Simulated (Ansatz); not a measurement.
# Ba on W(110): change of the work function, part 2 of 3

Aim: the work function of W(110) at several coverages of Ba (hollow site), and the dipole that each adsorbate carries.

Ansatz 0.2.0; plane-wave DFT, PBE, Ansatz PAW.

So far, work function, upper face (eV): step 2 (the clean slab) 4.84.

## 3. The covered slab, k-mesh 4×4×1, coverage 0.111 ML

System of this step: BaW36 (Ba/W(110)). The cell holds 37 atoms: 36 W and 1 Ba. Its edges and angles: a = 8.210 Å, b = 8.210 Å, c = 28.272 Å, α = 90.0°, β = 90.0°, γ = 70.5°. Vacuum lies along c.

The clean slab as it ended is repeated in the plane and the adsorbate is set on one face; the cell's size fixes the coverage, and the k-mesh shrinks with it to keep the sampling density about even. Adsorbate and upper layers relax, since the dipole depends on the height.

File input.yaml:

```yaml
crystal:
  lattice:
    - [6.7033722855, -4.74, 0.0]
    - [6.7033722855, 4.74, 0.0]
    - [0.0, 0.0, 28.2724465676]
  atoms:
    - { symbol: W, position: [0.0, 0.0, 0.3183311348] }
    - { symbol: W, position: [0.1666666667, 0.1666666667, 0.3973641758] }
    - { symbol: W, position: [0.0, 0.0, 0.477736961] }
    - { symbol: W, position: [0.1666666667, 0.1666666667, 0.5552742509] }
    - { symbol: W, position: [0.0, 0.3333333333, 0.3183311348] }
    - { symbol: W, position: [0.1666666667, 0.5, 0.3973641758] }
    - { symbol: W, position: [0.0, 0.3333333333, 0.477736961] }
    - { symbol: W, position: [0.1666666667, 0.5, 0.5552742509] }
    - { symbol: W, position: [0.0, 0.6666666667, 0.3183311348] }
    - { symbol: W, position: [0.1666666667, 0.8333333333, 0.3973641758] }
    - { symbol: W, position: [0.0, 0.6666666667, 0.477736961] }
    - { symbol: W, position: [0.1666666667, 0.8333333333, 0.5552742509] }
    - { symbol: W, position: [0.3333333333, 0.0, 0.3183311348] }
    - { symbol: W, position: [0.5, 0.1666666667, 0.3973641758] }
    - { symbol: W, position: [0.3333333333, 0.0, 0.477736961] }
    - { symbol: W, position: [0.5, 0.1666666667, 0.5552742509] }
    - { symbol: W, position: [0.3333333333, 0.3333333333, 0.3183311348] }
    - { symbol: W, position: [0.5, 0.5, 0.3973641758] }
    - { symbol: W, position: [0.3333333333, 0.3333333333, 0.477736961] }
    - { symbol: W, position: [0.5, 0.5, 0.5552742509] }
    - { symbol: W, position: [0.3333333333, 0.6666666667, 0.3183311348] }
    - { symbol: W, position: [0.5, 0.8333333333, 0.3973641758] }
    - { symbol: W, position: [0.3333333333, 0.6666666667, 0.477736961] }
    - { symbol: W, position: [0.5, 0.8333333333, 0.5552742509] }
    - { symbol: W, position: [0.6666666667, 0.0, 0.3183311348] }
    - { symbol: W, position: [0.8333333333, 0.1666666667, 0.3973641758] }
    - { symbol: W, position: [0.6666666667, 0.0, 0.477736961] }
    - { symbol: W, position: [0.8333333333, 0.1666666667, 0.5552742509] }
    - { symbol: W, position: [0.6666666667, 0.3333333333, 0.3183311348] }
    - { symbol: W, position: [0.8333333333, 0.5, 0.3973641758] }
    - { symbol: W, position: [0.6666666667, 0.3333333333, 0.477736961] }
    - { symbol: W, position: [0.8333333333, 0.5, 0.5552742509] }
    - { symbol: W, position: [0.6666666667, 0.6666666667, 0.3183311348] }
    - { symbol: W, position: [0.8333333333, 0.8333333333, 0.3973641758] }
    - { symbol: W, position: [0.6666666667, 0.6666666667, 0.477736961] }
    - { symbol: W, position: [0.8333333333, 0.8333333333, 0.5552742509] }
    - { symbol: Ba, position: [0.28, 0.28, 0.6816688652] }
kpoints:
  mp_grid: { grid: [4, 4, 1] }
hamiltonian:
  xc: pbe
scf:
  occupations: { method: fermi_dirac, width: 0.1 }
  convergence: { dr2_threshold: 1.0e-08 }
efield:
  axis: 3
  dipole_correction: true
  ramp_position: 0.97
  ramp_width: 0.06
relax:
  f_tol: 0.02
  max_steps: 60
  constraints:
    - { sites: [0, 1, 4, 5, 8, 9, 12, 13, 16, 17, 20, 21, 24, 25, 28, 29, 32, 33] }
output:
  write_potential: true
  write_density: true
  volumetric_format: npy
```

Command:

```console
ansatz run input.yaml --threads 4 --pin off --max-ram 16384MiB --backend cpu --events-out ev --progress --plain --runs-dir out
```

Numbers of over 12 decimals in the logs are rounded to 6 here.

Output:

```text
[...]
Crystal: 37 atoms, lattice volume = 1796.657 Å³
Basis set: ecut = 420 eV, 35087 PW (Γ), exchange–correlation on 120×120×384 points (8 copies of the dense FFT grid, shifted against one another)
Bands: 309, of which v1, the nominal top of the filled ones, is band 257 counted from 1 (256 counted from 0)
Symmetry: 2 space group operations
[...]
k-points: 7 of 16 (time reversal used)
[...]
SCF iter   1: F=—  HF=-379780.187428 eV  |F-HF|=—  |Δ(HF+E_count)|=         —  Δρ=1.15e-2  dr2=9.12e1  ethr=1.77e-3  p=1.425 e·Å  D=1.44e-1 V/Å  ΔV_dip=-4.06 eV  dr2_dipole=6.10e1  V_vac-E_F(+/−)=1.31/5.37 eV  ⟨swp⟩=12.0  Hψ=12848  notcnv=0
[...]
SCF iter  12: F=-379778.547066 eV  HF=-379778.547066 eV  |F-HF|=2.91e-9  |Δ(HF+E_count)|=   4.95e-9  Δρ=3.47e-7  dr2=7.39e-9  ethr=1.95e-12  p=1.015 e·Å  D=1.02e-1 V/Å  ΔV_dip=-2.89 eV  dr2_dipole=1.01e-10  V_vac-E_F(+/−)=2.01/4.90 eV  ⟨swp⟩=11.9  Hψ=15373  notcnv=0
SCF 1 converged in 12 iterations: F = -379778.547066 eV  dr2 = 7.39e-9
[...]
relax step   1: F+E_penalty+E_count = -379778.54706603 eV  Δ(F+E_penalty+E_count) = +0.000e0 eV  max|allowed force component| = 1.742e0 eV/Å  Δτ_max = 0.0000 Å  (12 SCF iters, accepted)
[...]
SCF iter   1: F=—  HF=-379778.945992 eV  |F-HF|=—  |Δ(HF+E_count)|=         —  Δρ=2.07e-3  dr2=4.48e-1  ethr=6.78e-5  p=1.015 e·Å  D=1.02e-1 V/Å  ΔV_dip=-2.89 eV  dr2_dipole=9.16e-2  V_vac-E_F(+/−)=2.02/4.91 eV  ⟨swp⟩=2.0  Hψ=7722  notcnv=0
[...]
eigensolver tolerance schedule calibrated: the retry pair's looser diagonalisation under-reported the residual by θ = 0.22 (0.13/decade); ethr = c·dr2/N_el runs at the constant in force after the calibration composes with the one it found (an armed cap, an earlier calibration), c = 5.6e-2
[...]
SCF iter   2: F=—  HF=-379778.918262 eV  |F-HF|=—  |Δ(HF+E_count)|=   2.77e-2  Δρ=1.18e-3  dr2=1.04e-1  ethr=4.91e-5  p=1.049 e·Å  D=1.06e-1 V/Å  ΔV_dip=-2.99 eV  dr2_dipole=9.13e-5  V_vac-E_F(+/−)=1.91/4.90 eV  ⟨swp⟩=2.6  Hψ=3581  notcnv=0
[...]
SCF iter  10: F=-379778.907260 eV  HF=-379778.907260 eV  |F-HF|=1.11e-9  |Δ(HF+E_count)|=   2.15e-9  Δρ=2.68e-7  dr2=4.19e-9  ethr=1.10e-12  p=1.070 e·Å  D=1.08e-1 V/Å  ΔV_dip=-3.05 eV  dr2_dipole=5.17e-11  V_vac-E_F(+/−)=1.85/4.89 eV  ⟨swp⟩=11.6  Hψ=15327  notcnv=0
SCF 2 converged in 10 iterations: F = -379778.907260 eV  dr2 = 4.19e-9
[...]
relax step   2: F+E_penalty+E_count = -379778.90725971 eV  Δ(F+E_penalty+E_count) = -3.602e-1 eV  max|allowed force component| = 1.629e0 eV/Å  Δτ_max = 0.1948 Å  (10 SCF iters, accepted)
SCF iter   1: F=—  HF=-379779.239159 eV  |F-HF|=—  |Δ(HF+E_count)|=         —  Δρ=2.11e-3  dr2=8.89e-1  ethr=7.64e-4  p=1.070 e·Å  D=1.08e-1 V/Å  ΔV_dip=-3.05 eV  dr2_dipole=2.56e-1  V_vac-E_F(+/−)=1.87/4.92 eV  ⟨swp⟩=6.0  Hψ=5394  notcnv=0
[...]
SCF iter  10: F=-379779.206320 eV  HF=-379779.206320 eV  |F-HF|=1.16e-9  |Δ(HF+E_count)|=   4.19e-9  Δρ=1.69e-7  dr2=7.64e-10  ethr=1.95e-12  p=1.070 e·Å  D=1.08e-1 V/Å  ΔV_dip=-3.05 eV  dr2_dipole=7.45e-12  V_vac-E_F(+/−)=1.84/4.89 eV  ⟨swp⟩=11.0  Hψ=14918  notcnv=0
SCF 3 converged in 10 iterations: F = -379779.206320 eV  dr2 = 7.64e-10
relax step   3: F+E_penalty+E_count = -379779.20632043 eV  Δ(F+E_penalty+E_count) = -2.991e-1 eV  max|allowed force component| = 1.190e0 eV/Å  Δτ_max = 0.1917 Å  (10 SCF iters, accepted)
[...]
relax step   4: F+E_penalty+E_count = -379779.37750570 eV  Δ(F+E_penalty+E_count) = -1.712e-1 eV  max|allowed force component| = 4.789e-1 eV/Å  Δτ_max = 0.1950 Å  (9 SCF iters, accepted)
[...]
relax step   5: F+E_penalty+E_count = -379779.42592817 eV  Δ(F+E_penalty+E_count) = -4.842e-2 eV  max|allowed force component| = 2.245e-1 eV/Å  Δτ_max = 0.1946 Å  (9 SCF iters, accepted)
[...]
relax step   6: F+E_penalty+E_count = -379779.44345215 eV  Δ(F+E_penalty+E_count) = -1.752e-2 eV  max|allowed force component| = 1.049e-1 eV/Å  Δτ_max = 0.0951 Å  (9 SCF iters, accepted)
[...]
relax step   7: F+E_penalty+E_count = -379779.46209917 eV  Δ(F+E_penalty+E_count) = -1.865e-2 eV  max|allowed force component| = 8.197e-2 eV/Å  Δτ_max = 0.1967 Å  (9 SCF iters, accepted)
[...]
relax step   8: F+E_penalty+E_count = -379779.47360020 eV  Δ(F+E_penalty+E_count) = -1.150e-2 eV  max|allowed force component| = 2.995e-2 eV/Å  Δτ_max = 0.2000 Å  (9 SCF iters, accepted)
[...]
relax step   9: F+E_penalty+E_count = -379779.47536847 eV  Δ(F+E_penalty+E_count) = -1.768e-3 eV  max|allowed force component| = 4.634e-2 eV/Å  Δτ_max = 0.1178 Å  (9 SCF iters, accepted)
SCF iter   1: F=—  HF=-379779.473342 eV  |F-HF|=—  |Δ(HF+E_count)|=         —  Δρ=1.75e-4  dr2=1.36e-3  ethr=6.81e-7  p=0.970 e·Å  D=9.77e-2 V/Å  ΔV_dip=-2.76 eV  dr2_dipole=1.61e-5  V_vac-E_F(+/−)=2.12/4.89 eV  ⟨swp⟩=3.6  Hψ=4171  notcnv=0
[...]
SCF iter   7: F=-379779.475710 eV  HF=-379779.475710 eV  |F-HF|=3.96e-9  |Δ(HF+E_count)|=   1.68e-8  Δρ=1.82e-7  dr2=1.10e-9  ethr=1.95e-12  p=0.969 e·Å  D=9.76e-2 V/Å  ΔV_dip=-2.76 eV  dr2_dipole=5.34e-13  V_vac-E_F(+/−)=2.13/4.89 eV  ⟨swp⟩=10.9  Hψ=14115  notcnv=0
SCF 10 converged in 7 iterations: F = -379779.475710 eV  dr2 = 1.10e-9
relax step  10: F+E_penalty+E_count = -379779.47570981 eV  Δ(F+E_penalty+E_count) = -3.413e-4 eV  max|allowed force component| = 1.056e-2 eV/Å  Δτ_max = 0.0086 Å  (7 SCF iters, accepted)
NSCF: frozen V_eff on 7 k-points
[...]
SCF converged after 7 iterations
Free energy (F): -379779.475710 eV
[...]
Internal energy: -379778.556547 eV  (E = F + TS)
E sigma→0 (E₀):  -379779.016128 eV
Entropy (-TS):   -0.919163 eV (-24.842 meV/atom)
Fermi energy:    5.164661 eV
Dipole field:    D = 0.097612 V/Å  (p = 0.969182 e·Å, saw-weighted, corrected)
Work function:   Φ+ = 2.1255 eV   Φ− = 4.8852 eV
[...]
--- Forces (eV/Å), atoms counted from 1 ---
  atom   1  W      0.00286945     0.00000000     0.35961160
  atom   2  W     -0.05367567     0.00000000    -0.36500771
  atom   3  W      0.00777662     0.00000000    -0.00683801
  atom   4  W      0.00349394     0.00000000    -0.00524732
  atom   5  W      0.00113971     0.01131256     0.36669297
  atom   6  W      0.00030175     0.00014644    -0.36784250
  atom   7  W     -0.00282815    -0.00025251    -0.00134412
  atom   8  W     -0.00329520     0.00121525    -0.00062415
  atom   9  W      0.00002373     0.01426379     0.37760436
  atom  10  W     -0.01630041    -0.00699409    -0.35418860
  atom  11  W     -0.00318629    -0.01055877     0.00266134
  atom  12  W      0.00234056    -0.00105549     0.00698675
  atom  13  W      0.00113971    -0.01131256     0.36669297
  atom  14  W      0.00030175    -0.00014644    -0.36784250
  atom  15  W     -0.00282815     0.00025251    -0.00134412
  atom  16  W     -0.00329520    -0.00121525    -0.00062415
  atom  17  W      0.00003083     0.00000000     0.35738130
  atom  18  W      0.05435475     0.00000000    -0.36561469
  atom  19  W     -0.00168024     0.00000000     0.00881707
  atom  20  W      0.00069447     0.00000000    -0.00343297
  atom  21  W     -0.00113804     0.01142940     0.36667636
  atom  22  W      0.01746412     0.00670141    -0.35391656
  atom  23  W      0.00789779     0.00191935    -0.00298382
  atom  24  W     -0.00324151    -0.00096674    -0.00075438
  atom  25  W      0.00002373    -0.01426379     0.37760436
  atom  26  W     -0.01630041     0.00699409    -0.35418860
  atom  27  W     -0.00318629     0.01055877     0.00266134
  atom  28  W      0.00234056     0.00105549     0.00698675
  atom  29  W     -0.00113804    -0.01142940     0.36667636
  atom  30  W      0.01746412    -0.00670141    -0.35391656
  atom  31  W      0.00789779    -0.00191935    -0.00298382
  atom  32  W     -0.00324151     0.00096674    -0.00075438
  atom  33  W     -0.00285753     0.00000000     0.35964838
  atom  34  W      0.00085085     0.00000000    -0.41740546
  atom  35  W     -0.00646892     0.00000000    -0.00176299
  atom  36  W     -0.00323605     0.00000000     0.00058339
  atom  37  Ba    -0.00051242     0.00000000     0.00132524
  max |Σ_I F_I| component: 6.81e-6 eV/Å
--- Band table (eV; the first three rows and the last of 7) ---
  k-point 0: bands = [... 253 lower, 4.8719, 4.8840, 4.9700, 4.9750, 5.4820, 5.6786, 5.6923, 5.9333, ... 48 higher]
  k-point 1: bands = [... 253 lower, 5.0891, 5.1135, 5.1683, 5.1938, 5.2164, 5.3194, 5.4171, 5.4431, ... 48 higher]
  k-point 2: bands = [... 253 lower, 5.1414, 5.1441, 5.1541, 5.2064, 5.2144, 5.3187, 5.3796, 5.3908, ... 48 higher]
  k-point 6: bands = [... 253 lower, 4.7031, 4.7458, 4.9533, 4.9637, 4.9923, 5.0226, 5.0404, 5.1484, ... 48 higher]
--- Relaxed structure (10 steps of the walk, 10 accepted, 0 SCFs on fresh bases) ---
  F+E_penalty+E_count = -379779.47570981 eV   max|allowed force component| = 1.056e-2 eV/Å
  atoms:
    - { symbol: W, position: [0.0, 0.0, 0.318331] }
    - { symbol: W, position: [0.1666666667, 0.1666666667, 0.397364] }
    - { symbol: W, position: [0.000101014, 0.000101014, 0.477869] }
    - { symbol: W, position: [0.167205, 0.167205, 0.555766] }
    - { symbol: W, position: [-2.7755575615628914e-17, 0.333333, 0.318331] }
    - { symbol: W, position: [0.166667, 0.5, 0.397364] }
    - { symbol: W, position: [-0.000789092, 0.333404, 0.477487] }
    - { symbol: W, position: [0.164165, 0.502580, 0.554712] }
    - { symbol: W, position: [0.0, 0.6666666667, 0.318331] }
    - { symbol: W, position: [0.166667, 0.8333333333, 0.397364] }
    - { symbol: W, position: [-0.000130456, 0.666840, 0.477629] }
    - { symbol: W, position: [0.167297, 0.833605, 0.555990] }
    - { symbol: W, position: [0.333333, -2.7755575615628914e-17, 0.318331] }
    - { symbol: W, position: [0.5, 0.166667, 0.397364] }
    - { symbol: W, position: [0.333404, -0.000789092, 0.477487] }
    - { symbol: W, position: [0.502580, 0.164165, 0.554712] }
    - { symbol: W, position: [0.3333333333, 0.3333333333, 0.318331] }
    - { symbol: W, position: [0.5, 0.5, 0.397364] }
    - { symbol: W, position: [0.333344, 0.333344, 0.477084] }
    - { symbol: W, position: [0.499507, 0.499507, 0.555757] }
    - { symbol: W, position: [0.333333, 0.6666666667, 0.318331] }
    - { symbol: W, position: [0.500000, 0.833333, 0.397364] }
    - { symbol: W, position: [0.333296, 0.667450, 0.477486] }
    - { symbol: W, position: [0.499431, 0.833140, 0.556015] }
    - { symbol: W, position: [0.6666666667, 0.0, 0.318331] }
    - { symbol: W, position: [0.8333333333, 0.166667, 0.397364] }
    - { symbol: W, position: [0.666840, -0.000130456, 0.477629] }
    - { symbol: W, position: [0.833605, 0.167297, 0.555990] }
    - { symbol: W, position: [0.6666666667, 0.333333, 0.318331] }
    - { symbol: W, position: [0.833333, 0.500000, 0.397364] }
    - { symbol: W, position: [0.667450, 0.333296, 0.477486] }
    - { symbol: W, position: [0.833140, 0.499431, 0.556015] }
    - { symbol: W, position: [0.6666666667, 0.6666666667, 0.318331] }
    - { symbol: W, position: [0.8333333333, 0.8333333333, 0.397364] }
    - { symbol: W, position: [0.666597, 0.666597, 0.477868] }
    - { symbol: W, position: [0.833374, 0.833374, 0.555725] }
    - { symbol: Ba, position: [0.333500, 0.333500, 0.655448] }
```

Elapsed: 25 min, on 4 threads of Arm Neoverse V2, shared host; peak memory 10 GiB.

Relaxation path:

```tsv
step	energy less that of the first step (eV)	largest force component (eV/Å)
1	0.0000	1.7418
2	-0.3602	1.6295
3	-0.6593	1.1897
4	-0.8304	0.4789
5	-0.8789	0.2245
6	-0.8964	0.1049
7	-0.9150	0.0820
8	-0.9265	0.0299
9	-0.9283	0.0463
10	-0.9286	0.0106
```

The run keeps the 2 symmetry operations that it works with, so distortions that break them were not tested.

The atoms that moved most (Å):

```tsv
atom	dx	dy	dz	length
Ba37	0.717	0.000	-0.741	1.032
W8	0.001	0.024	-0.016	0.029
W16	0.001	-0.024	-0.016	0.029
W24	-0.005	0.002	0.021	0.022
W32	-0.005	-0.002	0.021	0.022
W28	0.006	0.002	0.020	0.021
W12	0.006	-0.002	0.020	0.021
W19	0.000	0.000	-0.018	0.018
```

The relaxed structure:

```
W Ba
1.0
     6.70337   -4.74000    0.00000
     6.70337    4.74000    0.00000
     0.00000    0.00000   28.27245
W Ba
36 1
Cartesian
  0.0000 0.0000 9.0000
  2.2345 0.0000 11.2345
  0.0014 0.0000 13.5105
  2.2417 0.0000 15.7129
  2.2345 1.5800 9.0000
  4.4689 1.5800 11.2345
  2.2296 1.5841 13.4997
  4.4694 1.6041 15.6831
  4.4689 3.1600 9.0000
  6.7034 3.1600 11.2345
  4.4692 3.1614 13.5037
  6.7094 3.1583 15.7192
  2.2345 -1.5800 9.0000
  4.4689 -1.5800 11.2345
  2.2296 -1.5841 13.4997
  4.4694 -1.6041 15.6831
  4.4689 0.0000 9.0000
  6.7034 0.0000 11.2345
  4.4691 0.0000 13.4883
  6.6968 0.0000 15.7126
  6.7034 1.5800 9.0000
  8.9378 1.5800 11.2345
  6.7084 1.5839 13.4997
  8.9327 1.5818 15.7199
  4.4689 -3.1600 9.0000
  6.7034 -3.1600 11.2345
  4.4692 -3.1614 13.5037
  6.7094 -3.1583 15.7192
  6.7034 -1.5800 9.0000
  8.9378 -1.5800 11.2345
  6.7084 -1.5839 13.4997
  8.9327 -1.5818 15.7199
  8.9378 0.0000 9.0000
  11.1723 0.0000 11.2345
  8.9369 0.0000 13.5105
  11.1728 0.0000 15.7117
  4.4711 0.0000 18.5311
```

This step gave:

| Quantity | Value |
| --- | --- |
| energy at zero smearing | -379779.0161 eV |
| work function, upper face | 2.126 eV |
| work function, lower face | 4.885 eV |
| dipole along the normal | 0.9692 e·Å |
| step between the vacuum levels | -2.760 eV |

Running mean over 2.234 Å of the planar mean; the ramp of the sawtooth is left out. Electron's electrostatic potential energy less the Fermi level against z:

```tsv
z (Å)	electron's electrostatic potential energy less the Fermi level (eV)
4	4.88
5	4.87
6	4.74
7	3.26
8	-5.75
9	-12.2
10	-12.6
11	-12.7
12	-12.5
13	-12.6
14	-12.8
15	-12.7
16	-11.5
17	-3.20
18	1.24
19	0.916
20	1.57
21	2.05
22	2.11
23	2.12
24	2.13
25	2.13
```

The relaxation took 10 steps and lowered the energy by 0.93 eV; the largest force on the free atoms ends at 0.011 eV/Å.

The covered face has 2.13 eV, -2.72 eV against the clean one; the bare back face has moved by -0.01 eV, a measure of how thin the slab is.

[end of part 2 of 3]

[Logs are printed without paths, hosts, clocks, repeated set-up lines and the standing remarks that a program may print on its own settings, such as how far it seeks lower states.]

[Hosts, paths, dates, database ids (printed as entryN), source tags and the programs' standing remarks are cut or masked in the printed files.]

[Maps of the electrostatic potential energy from Ansatz leave out the sawtooth potential of an applied field or a dipole correction, so their vacuum need not be flat; planar profiles and work functions include it.]
